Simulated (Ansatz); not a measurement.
# SrPbSe3 (model cell, started as cubic perovskite with Pb in the octahedra): a soft mode frozen in

Which phase does SrPbSe3 (model cell, started as cubic perovskite with Pb in the octahedra) fall into along its unstable mode, and how much energy does it gain?

Main program and level: Ansatz 0.2.0; DFT PBE, scalar-relativistic, plane waves, PAW; PAW set soft_1.

The structure was built from a prototype and need not be the compound's stable phase.

## 1. The starting structure

Symmetry: Pm-3m, No. 221, cubic system. Conventional cell: a = 5.458 Å, b = 5.458 Å, c = 5.458 Å, α = 90.00°, β = 90.00°, γ = 90.00°. Sr has 12 Se at 3.86 Å nearest. Nearest to Pb lie 6 Se at 2.73 Å. Se has 2 Pb at 2.73 Å and 4 Sr at 3.86 Å nearest. Farther neighbours and most contacts between anions are not listed.

## 2. Response at finite wavevector

The cell comes from relaxations at this level that are not shown. Stability and thermal properties need the whole zone. Linear response on a 2×2×2 q mesh gives force constants as far as a supercell of that size would.

input.yaml reads:

```yaml
crystal:
  lattice:
    - [5.4577123742, 0.0, 0.0]
    - [0.0, 5.4577123742, 0.0]
    - [0.0, 0.0, 5.4577123742]
  atoms:
    - { symbol: Sr, position: [0.0, 0.0, 0.0] }
    - { symbol: Pb, position: [0.5, 0.5, 0.5] }
    - { symbol: Se, position: [0.5, 0.5, 0.0] }
    - { symbol: Se, position: [0.5, 0.0, 0.5] }
    - { symbol: Se, position: [0.0, 0.5, 0.5] }
kpoints:
  mp_grid: { grid: [8, 8, 8] }
hamiltonian:
  xc: pbe
  pseudopotentials: { kind: paw, azcp: { folder: soft_1 } }
scf:
  occupations: { method: methfessel_paxton, width: 0.2 }
output:
  eigenvalues: true
phonons:
  method: dfpt
  qmesh: [2, 2, 2]
  temperatures: { t_max: 1000, t_step: 50 }
  qpath:
    path:
      - [[0.0, 0.0, 0.0], [0.0, 0.5, 0.0], [0.5, 0.5, 0.0], [0.0, 0.0, 0.0], [0.5, 0.5, 0.5], [0.0, 0.5, 0.0]]
      - [[0.5, 0.5, 0.5], [0.5, 0.5, 0.0]]
    npoints: 10
```

On the command line:

```bash
$ ansatz run input.yaml --threads 4 --pin off --max-ram 16384MiB --backend cpu --events-out ev --progress --plain --runs-dir out
```

Numbers of over 12 decimals in the logs are rounded to 6 here.

Log:

```text
Engine: ansatz 0.2.0, aarch64-unknown-linux-gnu
Pseudopotentials: kind: paw
Pseudopotential: Sr, paw, valence charge 10, recommended cutoff 420 eV (normal), soft_1/Sr.paw.azcp
Pseudopotential: Pb, paw, valence charge 14, recommended cutoff 420 eV (normal), soft_1/Pb.paw.azcp
Pseudopotential: Se, paw, valence charge 16, recommended cutoff 420 eV (normal), soft_1/Se.paw.azcp
Functional definition: PBE
  parameter kappa = 0.804
  parameter beta = 0.066725
  exchange = pbe_x(kappa = kappa, mu = beta*pi^2/3)
  correlation = pbe_c(beta = beta)
Crystal: 5 atoms, lattice volume = 162.567 Å³
Basis set: ecut = 420 eV, 3191 PW (Γ), exchange–correlation on 80×80×80 points (8 copies of the dense FFT grid, shifted against one another)
Bands: 44, of which v1, the nominal top of the filled ones, is band 36 counted from 1 (35 counted from 0)
Symmetry: 48 space group operations
k-points: 35 of 512
Non-local potential: Sr, projectors of the file, l = 0: 3, l = 1: 2, l = 2: 2
Non-local potential: Pb, projectors of the file, l = 0: 2, l = 1: 2, l = 2: 2, l = 3: 1
Non-local potential: Se, projectors of the file, l = 0: 2, l = 1: 2, l = 2: 3, l = 3: 1
PAW form: soft (Blöchl's): semilocal exchange-correlation on the pseudo side does not see the compensation charge
PAW one-centre angular grid: Sr, 110 points (default); XC on 64 Gauss nodes
PAW one-centre angular grid: Pb, 590 points (default); XC on 64 Gauss nodes
PAW one-centre angular grid: Se, 590 points (default); XC on 64 Gauss nodes
Initial density: superposition of atomic densities (chi_scale 0.1, normalization cell, long waves kept (reshape's long-wave potential 0.00 eV rms))
Initial wavefunctions: pseudopotential atomic-orbital guess
Functional: x = pbe(κ = 0.804, μ = 0.219515), c = pbe(β = 0.066725)
SCF iter   1: F=—  HF=-31864.221374 eV  |F-HF|=—  |Δ(HF+E_count)|=         —  Δρ=2.98e-2  dr2=3.21e0  ethr=3.10e-3  ⟨swp⟩=8.5  Hψ=7447  notcnv=0
preconditioner: auto → Kerker (q_TF=auto, 2.382 Å⁻¹)  [metal: Δε(μ)=0.009 eV  Ē_g=10.288 eV  σ=0.200 eV  W_gap=0.04  n_scr=32 (ndim 8)  ℏωp=17.0 eV  f_vac=0.004  D(μ)=3.47/eV (n_scr^D=18)]
SCF iter   2: F=—  HF=-31863.562834 eV  |F-HF|=—  |Δ(HF+E_count)|=   6.59e-1  S|Δr|=    0.00e0  Δρ=1.92e-2  dr2=1.64e0  ethr=3.10e-3  ⟨swp⟩=3.0  Hψ=2177  notcnv=0  defer=52
SCF iter   3: F=—  HF=-31862.995038 eV  |F-HF|=—  |Δ(HF+E_count)|=   5.68e-1  S|Δr|=    0.00e0  Δρ=5.15e-3  dr2=1.03e-1  ethr=2.28e-3  ⟨swp⟩=3.7  Hψ=3714  notcnv=0  defer=72
SCF iter   4: F=—  HF=-31862.969662 eV  |F-HF|=—  |Δ(HF+E_count)|=   2.54e-2  S|Δr|=    0.00e0  Δρ=1.93e-3  dr2=1.61e-2  ethr=1.43e-4  ⟨swp⟩=2.0  Hψ=2862  notcnv=0  defer=71
SCF iter   5: F=—  HF=-31862.962082 eV  |F-HF|=—  |Δ(HF+E_count)|=   7.58e-3  S|Δr|=    0.00e0  Δρ=9.42e-4  dr2=4.67e-3  ethr=2.23e-5  ⟨swp⟩=2.0  Hψ=2727  notcnv=0  defer=71
SCF iter   6: F=—  HF=-31862.961171 eV  |F-HF|=—  |Δ(HF+E_count)|=   9.11e-4  S|Δr|=    0.00e0  Δρ=5.27e-4  dr2=1.24e-3  ethr=6.48e-6  ⟨swp⟩=2.8  Hψ=2718  notcnv=0  defer=70
SCF iter   7: F=—  HF=-31862.961087 eV  |F-HF|=—  |Δ(HF+E_count)|=   8.45e-5  S|Δr|=    0.00e0  Δρ=1.61e-4  dr2=6.89e-5  ethr=1.72e-6  ⟨swp⟩=2.4  Hψ=2579  notcnv=0  defer=69
SCF iter   8: F=—  HF=-31862.961143 eV  |F-HF|=—  |Δ(HF+E_count)|=   5.65e-5  S|Δr|=    0.00e0  Δρ=3.90e-5  dr2=5.67e-6  ethr=9.57e-8  ⟨swp⟩=2.1  Hψ=2372  notcnv=0  defer=69
SCF iter   9: F=—  HF=-31862.961142 eV  |F-HF|=—  |Δ(HF+E_count)|=   1.31e-6  S|Δr|=    0.00e0  Δρ=1.03e-5  dr2=1.84e-7  ethr=7.88e-9  ⟨swp⟩=2.0  Hψ=2231  notcnv=0  defer=72
SCF iter  10: F=—  HF=-31862.961142 eV  |F-HF|=—  |Δ(HF+E_count)|=   4.46e-7  S|Δr|=    0.00e0  Δρ=2.20e-6  dr2=7.43e-9  ethr=2.55e-10  ⟨swp⟩=2.1  Hψ=2201  notcnv=0  defer=72
[...]
SCF 1 converged in 14 iterations: F = -31862.961142 eV  dr2 = 2.47e-12
  greatest PAW one-centre occupation: 1.000 electrons in one spin orbital (limit 2), on the Se atom at site 4 (counted from 0), in its partial waves of l = 2
Initial density: read from a saved state, or passed on in memory by an earlier SCF of this step, an earlier step, the calling program or the single point that the run made first
iter 1 solved again at ethr=5.25e-6 eV; its pass at ethr=3.10e-3 eV (dr2=3.78e-3 eV) is discarded
SCF iter   1: F=—  HF=-31862.961140 eV  |F-HF|=—  |Δ(HF+E_count)|=         —  Δρ=5.86e-6  dr2=2.07e-8  ethr=5.25e-6  ⟨swp⟩=3.1  Hψ=10649  notcnv=0
eigensolver tolerance schedule: the retry pair's looser diagonalisation over-reported the residual by 183136.82 of it (diagonalisation noise at an unbounded share of the residual, at the tolerance the schedule requests for it); recorded, not acted on — ethr = c·dr2/N_el stays at c = 1.0e-1
preconditioner: auto → LDOS  [metal: Δε(μ)=0.010 eV  Ē_g=13.413 eV  σ=0.200 eV  W_gap=0.04  n_scr=32 (ndim 8)  ℏωp=18.4 eV  f_vac=0.041  D(μ)=3.28/eV (n_scr^D=18)  β→1.0]
SCF iter   2: F=—  HF=-31862.961142 eV  |F-HF|=—  |Δ(HF+E_count)|=   1.92e-6  S|Δr|=    0.00e0  Δρ=6.65e-6  dr2=2.92e-8  ethr=2.87e-11  ⟨swp⟩=5.1  Hψ=5452  notcnv=0
SCF iter   3: F=—  HF=-31862.961142 eV  |F-HF|=—  |Δ(HF+E_count)|=   5.67e-9  S|Δr|=    0.00e0  Δρ=3.06e-6  dr2=5.48e-9  ethr=2.87e-11  ⟨swp⟩=3.0  Hψ=2897  notcnv=0
SCF iter   4: F=—  HF=-31862.961142 eV  |F-HF|=—  |Δ(HF+E_count)|=  1.38e-10  S|Δr|=    0.00e0  Δρ=2.25e-6  dr2=3.05e-9  ethr=7.61e-12  ⟨swp⟩=1.0  Hψ=1540  notcnv=0
SCF iter   5: F=—  HF=-31862.961142 eV  |F-HF|=—  |Δ(HF+E_count)|=  6.55e-11  S|Δr|=    0.00e0  Δρ=1.59e-6  dr2=1.52e-9  ethr=4.23e-12  ⟨swp⟩=1.0  Hψ=1540  notcnv=0
SCF iter   6: F=—  HF=-31862.961142 eV  |F-HF|=—  |Δ(HF+E_count)|=  3.64e-11  S|Δr|=    0.00e0  Δρ=9.27e-7  dr2=5.17e-10  ethr=2.11e-12  ⟨swp⟩=1.3  Hψ=1550  notcnv=0
SCF iter   7: F=—  HF=-31862.961142 eV  |F-HF|=—  |Δ(HF+E_count)|=    0.00e0  S|Δr|=    0.00e0  Δρ=4.90e-7  dr2=1.44e-10  ethr=1.00e-12  ⟨swp⟩=1.7  Hψ=1566  notcnv=0
SCF iter   8: F=—  HF=-31862.961142 eV  |F-HF|=—  |Δ(HF+E_count)|=    0.00e0  S|Δr|=    0.00e0  Δρ=1.92e-7  dr2=2.22e-11  ethr=1.00e-12  ⟨swp⟩=1.0  Hψ=1540  notcnv=0
SCF iter   9: F=-31862.961142 eV  HF=-31862.961142 eV  |F-HF|=7.28e-12  |Δ(HF+E_count)|=  1.46e-11  S|Δr|=    0.00e0  Δρ=6.21e-8  dr2=2.21e-12  ethr=1.00e-12  ⟨swp⟩=4.1  Hψ=3726  notcnv=0
SCF 2 converged in 9 iterations: F = -31862.961142 eV  dr2 = 2.21e-12
  greatest PAW one-centre occupation: 1.000 electrons in one spin orbital (limit 2), on the Se atom at site 3 (counted from 0), in its partial waves of l = 2
phonons: the bands overlap, so this run is a metal and interpolates without the dipole-dipole term. If the crystal is really an insulator or semiconductor, its LO-TO splitting is missing
NSCF: frozen V_eff on 35 k-points
WARN: eigensolver did not converge (k=1): 1 band(s) unlocked after 20 sweeps at ethr=1.56e-12 eV (storage-precision floor; scheduled 1.00e-12 eV) (lowest unlocked band 43, counted from 0; max residual 3.39e-4 eV among the unlocked bands, 3.39e-4 eV over every band; other slots of this pass that fall short are told together in one closing line; warning suppressed until the next SCF loop or pass starts)
WARN: eigensolver did not converge in 6 slots of this pass, the one above among them; of largest residual over every band (k=1): 1 band(s) unlocked (lowest unlocked band 43, counted from 0; max residual 3.39e-4 eV among the unlocked bands, 3.39e-4 eV over every band); of lowest unlocked band (k=1): band 43
NSCF: frozen V_eff on 125 k-points
DFPT response loops at q = (0, 0, 0) (fractional): preconditioner auto → Kerker (q_TF=auto, 2.382 Å⁻¹) (partly filled bands, converged f_vac=0.041); β = 1.00, the filter's whole step (`scf.mixing.beta` (0.50) is not read by the response loops under this deck's `scf.mixing.preconditioner`; to damp them name `kerker` or `kerker_dos`, under which they read `scf.mixing.beta`, and type it under 1.00, their step now; both keys bind the ground state too); Broyden in place of MSR1
NSCF: frozen V_eff on 250 k-points
DFPT response loops at q = (0, 0, -0.5) (fractional): mixed as the last ones told, above
NSCF: frozen V_eff on 250 k-points
DFPT response loops at q = (0, -0.5, -0.5) (fractional): mixed as the last ones told, above
NSCF: frozen V_eff on 250 k-points
DFPT response loops at q = (-0.5, -0.5, -0.5) (fractional): mixed as the last ones told, above
SCF converged after 14 iterations
Stability not checked: this state was not tested for a lower state beside it, because cold or Methfessel-Paxton smearing, or corrected tetrahedra, fill the levels in a way that the test cannot read (fill_not_monotonic; see scf.lower_state_search)
Free energy (F): -31862.961142 eV
Harris-Foulkes:  -31862.961142 eV  (|F-HF|=0.00e0)
Internal energy: -31862.958139 eV  (E = F + TS)
E sigma→0 (E₀):  -31862.960391 eV
Entropy (-TS):   -0.003004 eV (-0.601 meV/atom)
Fermi energy:    6.321537 eV
--- Per-component energies (eV) ---
  E_band       = -1408.049249
  E_kinetic    = 854.583263
  E_local      = -11137.584248  (includes V_loc(G=0)·N_el)
  E_nonlocal   = -522.520582
  E_hartree    = 5421.595668
  E_xc         = -633.160392
  E_vxc        = -560.711840  (∫ρ·V_xc dr)
  E_paw        = -19478.964154  (= ΣΔE_a)
  E_vpaw       = -885.006096  (= ΣTr[D̂ρ^β])
  E_aug_tail   = -0.001155  (compensation charges beyond the density's cutoff)
  E_ewald      = -6366.906539
  E_smearing   = -0.003004  (= −TS)
  E_closure    = 0.000000  (closes the sum)
  Σ components = -31862.961142   (vs F -31862.961142, Δ=0.00e0)
--- Band table (eV; the first three rows and the last of 35) ---
  k-point 0: bands = [... 32 lower, 5.5466, 5.5466, 5.6867, 5.6867, 5.6867, 8.0751, 9.2359, 9.2359, ... 4 higher]
  k-point 1: bands = [... 32 lower, 5.4847, 5.4847, 5.5818, 5.6492, 5.6492, 8.3762, 9.3388, 9.4317, ... 4 higher]
  k-point 2: bands = [... 32 lower, 5.3126, 5.3126, 5.5892, 5.5892, 5.6066, 9.0618, 9.6099, 9.9031, ... 4 higher]
  k-point 34: bands = [... 32 lower, 5.9375, 6.5794, 6.5794, 6.5794, 8.6128, 8.6720, 8.6720, 8.6720, ... 4 higher]
--- Phonons (Γ-DFPT): 4 representative perturbations + reference (Σ response iterations 12) ---
  ASR residual: 6.902e-5 → 0.000e0 eV/Å²; symmetrization residual: 3.022e-5 eV/Å²
  ASR residual per site (eV/Å²): 6.90e-5 1.67e-5 3.71e-5 3.71e-5 3.71e-5
  Γ frequencies (cm⁻¹): -81.13 -81.13 -81.13 -63.42 -63.42 -63.42 -17.11 -17.11 -17.11 0.00 0.00 0.00 193.21 193.21 193.21
--- Phonons (arbitrary-q DFPT): 4 irreducible q on the 2×2×2 mesh ---
  q = [0.0000, 0.0000, 0.0000] (star 1, of the zone-centre solve; hermiticity 6.92e-6, symmetrization 1.68e-11): -81.13 -81.13 -81.13 -63.42 -63.42 -63.42 -17.11 -17.11 -17.11 -0.00 0.00 0.00 193.21 193.21 193.21
  q = [0.0000, 0.0000, -0.5000] (star 3, 9 solved perturbations in 975 linear systems a pass and spin channel, the states on 125 of 512 k-point pairs; hermiticity 5.22e-6, symmetrization 1.53e-11): -77.95 -77.95 -73.78 -65.83 -60.14 -60.14 -35.42 -32.29 -32.29 20.60 20.60 111.54 175.34 195.38 195.38
  q = [0.0000, -0.5000, -0.5000] (star 3, 9 solved perturbations in 975 linear systems a pass and spin channel, the states on 125 of 512 k-point pairs; hermiticity 1.09e-5, symmetrization 8.41e-13): -90.14 -90.14 -76.62 -64.95 -64.95 -46.29 16.69 16.69 19.60 31.07 113.15 113.15 164.55 179.74 197.83
  q = [-0.5000, -0.5000, -0.5000] (star 1, 4 solved perturbations in 350 linear systems a pass and spin channel, the states on 125 of 512 k-point pairs; hermiticity 2.37e-6, symmetrization 2.68e-12): -80.19 -80.19 -80.19 -79.56 -79.56 -79.56 50.96 50.96 50.96 115.22 115.22 115.22 163.27 163.27 197.52
  sum rule: each row above includes the acoustic sum rule's correction from the zone centre's row sums; it moved no ω² by more than (0.46 cm⁻¹)²
  mesh force constants: q→R imaginary residual 3.53e-18; ASR residual 6.902e-5 → 0.000e0 eV/Å²; symmetrization residual 5.329e-15 eV/Å²
  interpolated dispersion: 62 rows × 15 modes
  density of states and harmonic sums: on the 12×12×12 q-mesh, interpolated from the force constants of a 2×2×2 supercell (no non-analytic term)
  largest difference from the sums on the solved wave vectors: F 7.83e-2 eV, S 1.17e-4 and C_V 3.83e-5 eV/K
  zero-point energy: 0.050563 eV/cell   skipped modes (ω ≤ 0): 630, of them read as no rigid motion or as one in doubt: 627 (7.429e0 modes/cell left out, lowest -90.14 cm⁻¹)   left out of the sums: 4.95e-1 of the cell's modes: C_V's classical limit lies that fraction below 3 k_B per atom; for a crystal, a wire or a layer, F and S can be off by more, and a phonons.interpolated_qmesh denser along its periods is the remedy for the sampling
```

The job ended after 11 min (4 threads of Arm Neoverse V1, shared host; peak memory 2.3 GiB; 42 min of CPU time).

In the SCF lines HF is the Harris–Foulkes energy and dr2 the Hartree energy of the density residual, in eV; the loop may stop once dr2 is under the threshold and the program's other checks hold. Hψ counts applications of the Hamiltonian.

Numbers from this step:

```yaml
volume_per_atom: 32.51 Å³
gap_on_the_k_mesh: 0 eV
sum_rule_residual_before_enforcement: 6.90e-5 eV/Å²
lowest_frequency_on_the_path: -90.14 cm⁻¹
point_group: m-3m
highest_frequency_on_the_path_or_at_a_solved_wavevector: 197.8 cm⁻¹
highest_optical_mode_at_the_zone_centre_no_lo_to_term: 193.2 cm⁻¹
lowest_optical_zone_centre_mode: -81.13 cm⁻¹
lowest_mode_on_the_q_mesh_acoustic_modes_at_gamma_apart: -90.14 cm⁻¹
```

Frequencies (cm⁻¹) solved at each irreducible wavevector; negative means imaginary. Frequencies by wavevector, by row:

| q in reciprocal lattice units | star | mode 1 | mode 2 | mode 3 | mode 4 | mode 13 | mode 14 | mode 15 |
| --- | --- | --- | --- | --- | --- | --- | --- | --- |
| 0 0 0 | 1 | -81.1 | -81.1 | -81.1 | -63.4 | 193.2 | 193.2 | 193.2 |
| 0 0 -0.5 | 3 | -78 | -78 | -73.8 | -65.8 | 175.3 | 195.4 | 195.4 |
| 0 -0.5 -0.5 | 3 | -90.1 | -90.1 | -76.6 | -65 | 164.6 | 179.7 | 197.8 |
| -0.5 -0.5 -0.5 | 1 | -80.2 | -80.2 | -80.2 | -79.6 | 163.3 | 163.3 | 197.5 |

Interpolated from a 2×2×2 q mesh. Phonon branches along the path, in cm⁻¹:

| point | branch 1 | branch 2 | branch 3 | branch 4 | branch 12 | branch 13 | branch 14 | branch 15 |
| --- | --- | --- | --- | --- | --- | --- | --- | --- |
| Γ | -81 | -81 | -81 | -63 | 0 | 193 | 193 | 193 |
| halfway | -79 | -79 | -74 | -69 | 74 | 186 | 194 | 194 |
| X | -78 | -78 | -74 | -66 | 112 | 175 | 195 | 195 |
| halfway | -84 | -79 | -78 | -73 | 112 | 172 | 188 | 197 |
| M | -90 | -90 | -77 | -65 | 113 | 165 | 180 | 198 |
| halfway | -84 | -75 | -74 | -71 | 76 | 183 | 189 | 195 |
| Γ | -81 | -81 | -81 | -63 | 0 | 193 | 193 | 193 |
| halfway | -81 | -81 | -76 | -70 | 80 | 183 | 183 | 195 |
| R | -80 | -80 | -80 | -80 | 115 | 163 | 163 | 198 |
| halfway | -82 | -80 | -76 | -76 | 113 | 170 | 183 | 196 |
| X | -78 | -78 | -74 | -66 | 112 | 175 | 195 | 195 |
| jump to R | -80 | -80 | -80 | -80 | 115 | 163 | 163 | 198 |
| halfway | -85 | -85 | -78 | -74 | 114 | 164 | 175 | 197 |
| M | -90 | -90 | -77 | -65 | 113 | 165 | 180 | 198 |

Symmetry leaves 4 wavevectors to solve. The lowest mode among them, the acoustic zeros apart, lies at q = (0, -0.5, -0.5) and is imaginary, 90.1i cm⁻¹, so the energy falls along it.

## 3. The mode frozen in, largest atomic shift 0 Å

The mode followed lies at Γ with frequency 81.1i cm⁻¹ and is 3-fold degenerate, one of the unstable modes though not the softest. At small amplitude the distorted cell has space group no. 99 by a symmetry search on the positions. The undistorted cell that holds it gives the zero of energy on the same k mesh.

input.yaml, the sections that differ from step 2:

```yaml
output:
  forces: true
  stress: true
  eigenvalues: true
# crystal, kpoints, hamiltonian, scf: as in step 2
# phonons: removed
```

Log:

```text
[...]
Crystal: 5 atoms, lattice volume = 162.567 Å³
Basis set: ecut = 420 eV, 3191 PW (Γ), exchange–correlation on 80×80×80 points (8 copies of the dense FFT grid, shifted against one another)
Bands: 44, of which v1, the nominal top of the filled ones, is band 36 counted from 1 (35 counted from 0)
Symmetry: 48 space group operations
[...]
k-points: 35 of 512
[...]
k-point 0: bands = [... 32 lower, 5.5466, 5.5466, 5.6867, 5.6867, 5.6867, 8.0751, 9.2360, 9.2360, ... 4 higher]
  k-point 1: bands = [... 32 lower, 5.4846, 5.4846, 5.5818, 5.6492, 5.6492, 8.3762, 9.3389, 9.4318, ... 4 higher]
  k-point 2: bands = [... 32 lower, 5.3126, 5.3126, 5.5891, 5.5891, 5.6066, 9.0618, 9.6099, 9.9032, ... 4 higher]
  k-point 34: bands = [... 32 lower, 5.9375, 6.5793, 6.5793, 6.5793, 8.6128, 8.6720, 8.6720, 8.6720, ... 4 higher]
[key lines of the parts left out:]
SCF converged after 10 iterations
Free energy (F): -31862.961142 eV
Fermi energy:    6.321512 eV
P = ⅓ Tr σ = -0.0023 GPa (-0.023 kbar)
```

Elapsed: 5.5 s, on 4 threads; peak memory 0.58 GiB.

Numbers from this step:

| Property | Result |
| --- | --- |
| pressure | -0.002315 GPa |
| energy from the undistorted cell | 0 meV/atom |

The run ends at a pressure of 0.00 GPa.

## 4. The mode frozen in, largest atomic shift 0.6 Å

The atoms are moved along the unstable eigenvector, the largest shift by 0.6 Å, with the cell fixed.

input.yaml, the sections that differ from step 3:

```yaml
crystal:
  lattice:
    - [5.4577123742, 0.0, 0.0]
    - [0.0, 5.4577123742, 0.0]
    - [0.0, 0.0, 5.4577123742]
  atoms:
    - { symbol: Sr, position: [0.0, -0.1099361708, 0.0] }
    - { symbol: Pb, position: [0.5, 0.4786291371, 0.5] }
    - { symbol: Se, position: [0.5, 0.5887876563, 0.0] }
    - { symbol: Se, position: [0.5, 0.0004729593, 0.5] }
    - { symbol: Se, position: [0.0, 0.5887876563, 0.5] }
# kpoints, hamiltonian, scf, output: as in step 3
```

Log:

```text
[...]
Crystal: 5 atoms, lattice volume = 162.567 Å³
Basis set: ecut = 420 eV, 3191 PW (Γ), exchange–correlation on 80×80×80 points (8 copies of the dense FFT grid, shifted against one another)
Bands: 44, of which v1, the nominal top of the filled ones, is band 36 counted from 1 (35 counted from 0)
Symmetry: 8 space group operations
[...]
k-points: 75 of 512 (time reversal used)
[...]
k-point 0: bands = [... 32 lower, 5.1989, 5.2482, 5.5050, 5.7743, 5.7743, 8.3576, 9.8254, 10.1467, ... 4 higher]
  k-point 1: bands = [... 32 lower, 5.1291, 5.2424, 5.4023, 5.7525, 5.9228, 8.5932, 9.9524, 9.9626, ... 4 higher]
  k-point 2: bands = [... 32 lower, 4.9568, 5.2132, 5.4451, 5.7117, 6.1058, 9.1267, 9.7733, 10.2241, ... 4 higher]
  k-point 74: bands = [... 32 lower, 5.8191, 5.9825, 6.3755, 6.3755, 7.6294, 8.8216, 8.8216, 8.9701, ... 4 higher]
[key lines of the parts left out:]
SCF converged after 10 iterations
Free energy (F): -31863.438331 eV
Fermi energy:    6.226540 eV
P = ⅓ Tr σ = 1.6340 GPa (16.340 kbar)
```

Wall time 19 s (4 threads); peak memory 0.68 GiB.

This step gave:

- pressure: 1.634 GPa
- energy from the undistorted cell: -95.56 meV/atom

The energy, extrapolated to zero smearing, is -95.56 meV/atom against the undistorted cell.

The run ends at a pressure of 1.63 GPa, with forces up to 0.21 eV/Å.

## 5. Energy along the mode, all amplitudes (two of the runs are shown above)

An imaginary frequency means negative curvature, so the energy should fall and then rise again as anharmonic terms take over.

Numbers from this step:

| Item | Value |
| --- | --- |
| depth at the lowest point sampled | 95.56 meV/atom |
| largest atomic shift at that point | 0.6 Å |

Table of energy from the parent by largest atomic shift:

| largest atomic shift (Å) | energy from the parent (meV/atom) |
| --- | --- |
| 0.000 | 0 |
| 0.040 | -0.773 |
| 0.080 | -3.07 |
| 0.140 | -9.21 |
| 0.220 | -21.7 |
| 0.320 | -41.9 |
| 0.450 | -70.1 |
| 0.600 | -95.6 |

Displacement at unit largest shift by atom:

| atom | x (Å) | y (Å) | z (Å) | size |
| --- | --- | --- | --- | --- |
| Sr1 | 0.00 | -1.00 | 0.00 | 1.00 |
| Pb2 | 0.00 | -0.19 | 0.00 | 0.19 |
| Se3 | 0.00 | 0.81 | 0.00 | 0.81 |
| Se4 | 0.00 | 0.00 | 0.00 | 0.00 |
| Se5 | 0.00 | 0.81 | 0.00 | 0.81 |

The lowest of the steps tried is the last one, at 0.6 Å, 95.6 meV/atom below the parent; the bottom of the well need not coincide with a step.

(Part 1 of 3 ends here.)

[Logs are printed without paths, hosts, clocks, repeated set-up lines and the standing remarks that a program may print on its own settings, such as how far it seeks lower states.]

[Hosts, paths, dates, database ids (printed as entryN), source tags and the programs' standing remarks are cut or masked in the printed files.]
